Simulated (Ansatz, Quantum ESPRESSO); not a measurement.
# MgO (Periclase): from the cell to the phonon bands

Aim: the phonon dispersion of MgO (Periclase), checked by a second program.

Calculated with Quantum ESPRESSO 7.5; DFT LDA, scalar-relativistic, plane waves, GBRV ultrasoft pseudopotentials.

**Measured values to reproduce.**

For MgO, rock salt (commercial single-crystal MgO(001) substrate), “Fully strained epitaxial Ti1-xMgxN(001) layers” (2019, arxiv:1901.10525) gives, by XRD reciprocal space map, 113 reflection: lattice constant a (cubic lattice constant of substrate) 4.212 ± 0.001 Å.

For MgO, rocksalt (bulk crystal), “Electronic structure of alkaline earth and post-transition metal oxides” (2009, arxiv:0908.1581) quotes earlier work: band gap (literature experimental gap) 7.83 eV [Literature value based on experiment; other listed experimental values range from 7.7 to …].

For MgO, rocksalt (wedged single crystal slab, 295 K), “Infrared Optical Properties of Ferropericlase (Mg1-xFexO): Experiment and Theory” (2007, arxiv:0704.2267) gives, by infrared reflectance, oscillator fit: ε∞ (high-frequency dielectric constant) 2.95 ± 0.1; infrared mode (TO phonon at Gamma (T1u)) 396.5 cm⁻¹.

The database entry behind the starting cell differs from later determinations by our own check (about 0.1 % long), so it need not match the best structure at ambient conditions.

### 1. Starting point

The structure is cubic, space group Fm-3m (No. 225). The conventional cell has a = 4.217 Å, b = 4.217 Å, c = 4.217 Å, α = 90.00°, β = 90.00°, γ = 90.00°. Nearest to Mg lie 6 O at 2.11 Å. O has 6 Mg at 2.11 Å nearest. Farther neighbours and most contacts between anions are not listed.

### 2. A probe with smearing

A cheap run with smearing and empty bands tells whether the crystal has a gap, which decides between fixed occupations and smearing later on.

probe.in reads:

```
 &control
    calculation='scf',
    prefix='x',
    outdir='./tmp',
    pseudo_dir='./pseudo',
    tprnfor=.true.,
    tstress=.true.,
    verbosity='high',
 /
 &system
    ibrav=0,
    nat=2,
    ntyp=2,
    ecutwfc=45.0,
    ecutrho=270.0,
    occupations='smearing',
    smearing='gaussian',
    degauss=0.01,
 /
 &electrons
    conv_thr=1.0d-07,
    mixing_beta=0.7,
    electron_maxstep=100,
 /
ATOMIC_SPECIES
 Mg     24.3050  Mg.upf
 O      15.9990  O.upf
CELL_PARAMETERS angstrom
    -2.108500000    0.000000000    2.108500000
     0.000000000    2.108500000    2.108500000
    -2.108500000    2.108500000    0.000000000
ATOMIC_POSITIONS crystal
 Mg     0.000000000   0.000000000   0.000000000
 O      0.500000000   0.500000000   0.500000000
K_POINTS automatic
 8 8 8 0 0 0
```

The run is started by

```console
OMP_NUM_THREADS=1 mpirun -n 2 pw.x -nk 2 -in probe.in > probe.out
```

The program printed:

```text
[banners, grids, parts of the stress and lines that vanish by symmetry left out]
Program PWSCF v.7.5
     Message from routine setup:
     using ibrav=0 with symmetry is DISCOURAGED, use correct ibrav instead
[...]
kinetic-energy cutoff     =      45.0000  Ry
     charge density cutoff     =     270.0000  Ry
     scf convergence threshold =      1.0E-07
[...]
Exchange-correlation= SLA  PZ   NOGX NOGC
                           (   1   1   0   0   0   0   0)
[...]
48 Sym. Ops., with inversion, found
[...]
(     0          1          0      )
                  (     0          0          1      )
[...]
(  0.0000000  1.0000000  0.0000000 )
                  ( -0.0000000 -0.0000000  1.0000000 )
[...]
(     1          0         -1      )
                  (     0          0         -1      )
[...]
( -0.0000000 -1.0000000 -0.0000000 )
[...]
(     0          1         -1      )
                  (     0          1          0      )
[...]
( -1.0000000  0.0000000  0.0000000 )
                  (  0.0000000  1.0000000 -0.0000000 )
[...]
number of k points=    29  Gaussian smearing, width (Ry)=  0.0100
[...]
End of self-consistent calculation
[...]
the Fermi energy is     9.9950 ev
!    total energy              =    -157.62323208 Ry
[...]
convergence has been achieved in   7 iterations
[...]
atom    1 type  1   force =     0.00000000   -0.00000000    0.00000000
     atom    2 type  2   force =    -0.00000000   -0.00000000   -0.00000000
[...]
Total force =     0.000000     Total SCF correction =     0.000000
[...]
total   stress  (Ry/bohr**3)                   (kbar)     P=      -62.53
[...]
XML data file, charge density, pseudopotentials, collected wavefunctions

   JOB DONE.
```

Elapsed: 4 s, on 2 MPI ranks of Arm Neoverse N1, shared host; 7.8 s of CPU time.

Read from the output:

| Property | Result |
| --- | --- |
| volume per atom | 9.374 Å³ |
| pressure | -6.253 GPa |
| gap on the k-mesh | 4.646 eV |

A gap of 4.6 eV opens on this mesh, so the crystal is taken as an insulator; the start stands at -6.3 GPa.

### 3. Relaxing the cell and atoms

The harmonic expansion starts where the forces on the atoms vanish, and stress shifts the frequencies, so cell and atoms are relaxed with tight thresholds.

relax.in reads:

```
 &control
    calculation='vc-relax',
    prefix='x',
    outdir='./tmp',
    pseudo_dir='./pseudo',
    tprnfor=.true.,
    tstress=.true.,
    forc_conv_thr=2.0d-05,
    etot_conv_thr=1.0d-07,
    nstep=40,
 /
 &system
    ibrav=0,
    nat=2,
    ntyp=2,
    ecutwfc=45.0,
    ecutrho=270.0,
    occupations='fixed',
    nbnd=10,
 /
 &electrons
    conv_thr=1.0d-11,
    mixing_beta=0.7,
    electron_maxstep=100,
 /
 &ions
 /
 &cell
    press_conv_thr=0.2,
 /
ATOMIC_SPECIES
 Mg     24.3050  Mg.upf
 O      15.9990  O.upf
CELL_PARAMETERS angstrom
    -2.108500000    0.000000000    2.108500000
     0.000000000    2.108500000    2.108500000
    -2.108500000    2.108500000    0.000000000
ATOMIC_POSITIONS crystal
 Mg     0.000000000   0.000000000   0.000000000
 O      0.500000000   0.500000000   0.500000000
K_POINTS automatic
 8 8 8 0 0 0
```

The run is started by

```console
OMP_NUM_THREADS=1 mpirun -n 2 pw.x -nk 2 -in relax.in > relax.out
```

The program printed:

```text
[banners, grids, parts of the stress and lines that vanish by symmetry left out]
[banner, memory and clock lines left out]
Program PWSCF v.7.5

[...]
kinetic-energy cutoff     =      45.0000  Ry
     charge density cutoff     =     270.0000  Ry
     scf convergence threshold =      1.0E-11
[...]
energy convergence thresh.=      1.0E-07
     force convergence thresh. =      2.0E-05
     press convergence thresh. =      2.0E-01
     Exchange-correlation= SLA  PZ   NOGX NOGC
                           (   1   1   0   0   0   0   0)
[...]
48 Sym. Ops., with inversion, found
[...]
number of k points=    29
[...]
End of self-consistent calculation
[...]
highest occupied, lowest unoccupied level (ev):     7.4161   12.0618
!    total energy              =    -157.62323208 Ry
[...]
convergence has been achieved in   9 iterations
[...]
atom    1 type  1   force =     0.00000000   -0.00000000    0.00000000
     atom    2 type  2   force =    -0.00000000    0.00000000   -0.00000000
     Total force =     0.000000     Total SCF correction =     0.000000
[...]
total   stress  (Ry/bohr**3)                   (kbar)     P=      -62.82
[...]
number of bfgs steps    =   0
[...]
CELL_PARAMETERS (angstrom)
[...]
ATOMIC_POSITIONS (crystal)
Mg               0.0000000000        0.0000000000       -0.0000000000
O                0.5000000000        0.5000000000        0.5000000000
[...]
New effective cutoffs (rho, wfc):  274.39   45.97
[...]
End of self-consistent calculation
[...]
highest occupied, lowest unoccupied level (ev):     7.8116   12.7756
!    total energy              =    -157.62427245 Ry
[...]
convergence has been achieved in   7 iterations
[...]
atom    1 type  1   force =    -0.00000000    0.00000000   -0.00000000
     atom    2 type  2   force =     0.00000000   -0.00000000    0.00000000
     Total force =     0.000000     Total SCF correction =     0.000000
[...]
total   stress  (Ry/bohr**3)                   (kbar)     P=      -12.76
[...]
number of bfgs steps    =   1
[...]
CELL_PARAMETERS (angstrom)
[...]
ATOMIC_POSITIONS (crystal)
Mg              -0.0000000000       -0.0000000000        0.0000000000
O                0.5000000000        0.5000000000        0.5000000000
[...]
New effective cutoffs (rho, wfc):  275.86   46.22
[...]
End of self-consistent calculation
[...]
highest occupied, lowest unoccupied level (ev):     7.9125   12.9580
!    total energy              =    -157.62431248 Ry
[...]
convergence has been achieved in   7 iterations
[...]
atom    1 type  1   force =     0.00000000    0.00000000    0.00000000
     atom    2 type  2   force =     0.00000000    0.00000000    0.00000000
     Total force =     0.000000     Total SCF correction =     0.000000
[...]
total   stress  (Ry/bohr**3)                   (kbar)     P=        0.85
[...]
number of bfgs steps    =   2
[...]
CELL_PARAMETERS (angstrom)
[...]
ATOMIC_POSITIONS (crystal)
[...]
New effective cutoffs (rho, wfc):  275.77   46.20
[...]
End of self-consistent calculation
[...]
highest occupied, lowest unoccupied level (ev):     7.9062   12.9466
!    total energy              =    -157.62431265 Ry
[...]
convergence has been achieved in   5 iterations
[...]
atom    1 type  1   force =     0.00000000    0.00000000    0.00000000
     atom    2 type  2   force =     0.00000000    0.00000000    0.00000000
     Total force =     0.000000     Total SCF correction =     0.000000
[...]
total   stress  (Ry/bohr**3)                   (kbar)     P=       -0.01
[...]
number of bfgs steps    =   3
[...]
small trust_radius: resetting bfgs history
[...]
CELL_PARAMETERS (angstrom)
[...]
ATOMIC_POSITIONS (crystal)
[...]
New effective cutoffs (rho, wfc):  275.77   46.20
[...]
End of self-consistent calculation
[...]
highest occupied, lowest unoccupied level (ev):     7.9063   12.9468
!    total energy              =    -157.62431265 Ry
[...]
convergence has been achieved in   3 iterations
[...]
atom    1 type  1   force =     0.00000000    0.00000000   -0.00000000
     atom    2 type  2   force =    -0.00000000   -0.00000000    0.00000000
     Total force =     0.000000     Total SCF correction =     0.000000
[...]
total   stress  (Ry/bohr**3)                   (kbar)     P=       -0.00
[...]
bfgs converged in   5 scf cycles and   4 bfgs steps
[...]
End of BFGS Geometry Optimization
     Final enthalpy           =    -157.6243126522 Ry
     File ./tmp/x.bfgs deleted, as requested
[...]
CELL_PARAMETERS (angstrom)
[...]
ATOMIC_POSITIONS (crystal)
Mg              -0.0000000000       -0.0000000000        0.0000000000
O                0.5000000000        0.5000000000        0.5000000000
[...]
Final scf calculation at the relaxed structure.
[...]
kinetic-energy cutoff     =      45.0000  Ry
     charge density cutoff     =     270.0000  Ry
     scf convergence threshold =      1.0E-13
[...]
press convergence thresh. =      2.0E-01
     Exchange-correlation= SLA  PZ   NOGX NOGC
                           (   1   1   0   0   0   0   0)
[...]
48 Sym. Ops., with inversion, found
[...]
number of k points=    29
[...]
End of self-consistent calculation
[...]
highest occupied, lowest unoccupied level (ev):     7.9065   12.9468
!    total energy              =    -157.62422831 Ry
[...]
convergence has been achieved in  11 iterations
[...]
atom    1 type  1   force =     0.00000000    0.00000000    0.00000000
     atom    2 type  2   force =    -0.00000000   -0.00000000   -0.00000000
     Total force =     0.000000     Total SCF correction =     0.000000
[...]
total   stress  (Ry/bohr**3)                   (kbar)     P=        0.58
[...]
XML data file, charge density, pseudopotentials, collected wavefunctions
```

Run time: 17 s. Hardware: 2 MPI ranks; 34 s of CPU time.

The steps of the relaxation:

| step | energy less that of the first step (eV) | largest force (eV/Å) | pressure (GPa) | volume (Å³) |
| --- | --- | --- | --- | --- |
| 1 | 0.0000 | 0.0000 | -6.28 | 18.75 |
| 2 | -0.0142 | 0.0000 | -1.28 | 18.15 |
| 3 | -0.0147 | 0.0000 | 0.08 | 18.01 |
| 4 | -0.0147 | 0.0000 | 0.00 | 18.02 |
| 5 | -0.0147 | 0.0000 | 0.00 | 18.02 |
| 6 | -0.0136 | 0.0000 | 0.06 | 18.02 |

```
conventional cell, symmetrised  before  after  change
                         a (Å)   4.217  4.161  -1.3 %
                         b (Å)   4.217  4.161  -1.3 %
                         c (Å)   4.217  4.161  -1.3 %
              volume (Å³/atom)    9.37   9.01  -3.9 %
```

Final coordinates:

```
Mg O
1.0
    -2.08075    0.00000    2.08075
     0.00000    2.08075    2.08075
    -2.08075    2.08075    0.00000
Mg O
1 1
Direct
  0.00000 0.00000 0.00000
  0.50000 0.50000 0.50000
```

The last row of the table of steps is pw.x's closing run on a basis chosen anew for the final cell, so its energy can jump.

Read from the output:

```
volume per atom   : 9.009 Å³
pressure          : 0.05800 GPa
gap on the k-mesh : 5.040 eV
```

The volume changes by -3.9 % from the cell with which this run began.

### 4. Ground state

Perturbation theory inherits every error of the wavefunctions, so the threshold is set near the limit of the arithmetic. With a gap, occupations are fixed, which also allows the response to an electric field.

scf.in reads:

```
 &control
    calculation='scf',
    prefix='x',
    outdir='./tmp',
    pseudo_dir='./pseudo',
    tprnfor=.true.,
    tstress=.true.,
 /
 &system
    ibrav=0,
    nat=2,
    ntyp=2,
    ecutwfc=45.0,
    ecutrho=270.0,
    occupations='fixed',
    nbnd=10,
 /
 &electrons
    conv_thr=1.0d-12,
    mixing_beta=0.7,
    electron_maxstep=100,
 /
ATOMIC_SPECIES
 Mg     24.3050  Mg.upf
 O      15.9990  O.upf
CELL_PARAMETERS angstrom
    -2.080749419    0.000000000    2.080749419
     0.000000000    2.080749419    2.080749419
    -2.080749419    2.080749419    0.000000000
ATOMIC_POSITIONS crystal
 Mg     0.000000000   0.000000000   0.000000000
 O      0.500000000   0.500000000   0.500000000
K_POINTS automatic
 8 8 8 0 0 0
```

The run is started by

```console
OMP_NUM_THREADS=1 mpirun -n 2 pw.x -nk 2 -in scf.in > scf.out
```

The program printed:

```text
[banners, grids, parts of the stress and lines that vanish by symmetry left out]
[banner, memory and clock lines left out]
Program PWSCF v.7.5

[...]
kinetic-energy cutoff     =      45.0000  Ry
     charge density cutoff     =     270.0000  Ry
     scf convergence threshold =      1.0E-12
[...]
Exchange-correlation= SLA  PZ   NOGX NOGC
                           (   1   1   0   0   0   0   0)
[...]
48 Sym. Ops., with inversion, found
[...]
number of k points=    29
[...]
End of self-consistent calculation
[...]
highest occupied, lowest unoccupied level (ev):     7.9065   12.9468
!    total energy              =    -157.62422831 Ry
[...]
convergence has been achieved in  10 iterations
[...]
atom    1 type  1   force =     0.00000000    0.00000000    0.00000000
     atom    2 type  2   force =     0.00000000    0.00000000    0.00000000
     Total force =     0.000000     Total SCF correction =     0.000000
[...]
total   stress  (Ry/bohr**3)                   (kbar)     P=        0.58
[...]
XML data file, charge density, pseudopotentials, collected wavefunctions
```

It took 4.5 s on 2 MPI ranks; 8.9 s of CPU time.

The cell stands at 0.058 GPa, close enough for phonons.

(Continued in part 2 of 4.)

[Host names and launcher messages were left out of these logs when they were recorded.]

[Logs are printed without paths, hosts, clocks, repeated set-up lines and the standing remarks that a program may print on its own settings, such as how far it seeks lower states.]

[Hosts, paths, dates, database ids (printed as entryN), source tags and the programs' standing remarks are cut or masked in the printed files.]
